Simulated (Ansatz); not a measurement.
# Direct or indirect: NaI (Fm-3m)

```cif
data_structure
_symmetry_space_group_name_H-M 'P 1'
_symmetry_Int_Tables_number 1
_cell_length_a 4.5770
_cell_length_b 4.5770
_cell_length_c 4.5770
_cell_angle_alpha 60.000
_cell_angle_beta 60.000
_cell_angle_gamma 60.000
_cell_volume 67.80
loop_
_atom_site_label
_atom_site_type_symbol
_atom_site_fract_x
_atom_site_fract_y
_atom_site_fract_z
_atom_site_occupancy
I1 I 0.50000 0.50000 0.50000 1
Na1 Na 0.00000 0.00000 0.00000 1
```

Method: Ansatz, PBE, independent particles, without spin-orbit coupling, line width 0.2 eV (Gaussian). The band structure gives a fundamental gap of 3.64 eV. The spectrum of vertical transitions near the edge:

```
E (eV)  Im ε, E ∥ xyz
  3.18           0.00
  3.30           0.00
  3.42           0.01
  3.54           0.06
  3.66           0.18
  3.78           0.35
  3.90           0.50
  4.02           0.62
  4.14           0.71
  4.26           0.80
  4.38           0.88
  4.50           0.97
  4.62           1.06
  4.74           1.16
  4.86           1.29
```

(1) Is the gap direct or indirect, and about where do vertical transitions set in?

## Answers

(1) Direct: the band path has its least direct gap at the fundamental one, 3.64 eV, and the curves rise from there. Lines are broadened by 0.2 eV, which spreads the edge.

[Logs are printed without paths, hosts, clocks, repeated set-up lines and the standing remarks that a program may print on its own settings, such as how far it seeks lower states.]
